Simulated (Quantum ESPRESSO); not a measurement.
# Gap and tunnelling decay at a withheld lattice constant: KMgBr3, cubic perovskite type

**Set-up.** Quantum ESPRESSO 7.5 (pw.x, pwcond.x with ikind = 0), PBE, GBRV ultrasoft, cubic crystals. κ is the slowest decay along [001] at mid-gap among three points across the current.

| a (Å) | gap on the mesh (eV) | κ (1/Å) |
| --- | --- | --- |
| 5.036 | 3.308 | 0.277 |
| 5.357 | 2.659 | 0.242 |
| 5.518 | 2.335 | 0.228 |
| 5.679 | 2.038 | 0.213 |

One more run was made and is withheld. What are gap and κ at a = 5.197 Å?

**Worked estimate.** A line through the rows at 5.036 and 5.357 Å gives a gap of 3.308 + 0.502 × (2.659 − 3.308) = 2.98 eV and κ = 0.259 1/Å. The two-band model κ = 0.5123 √(m* E_g/4) needs m* = 0.354 at 5.036 Å; with that mass and the new gap, κ = 0.263 1/Å.

**Check.** The gap is 2.997 eV and κ = 0.258 1/Å. The line misses the gap by −0.015 eV and κ by +0.6 %; the two-band estimate misses κ by +1.9 %.

**Limits.** The structure type is imposed. Local and semilocal gaps and decay constants are too small; no spin-orbit coupling. For an indirect gap m* is a fitting number alone.
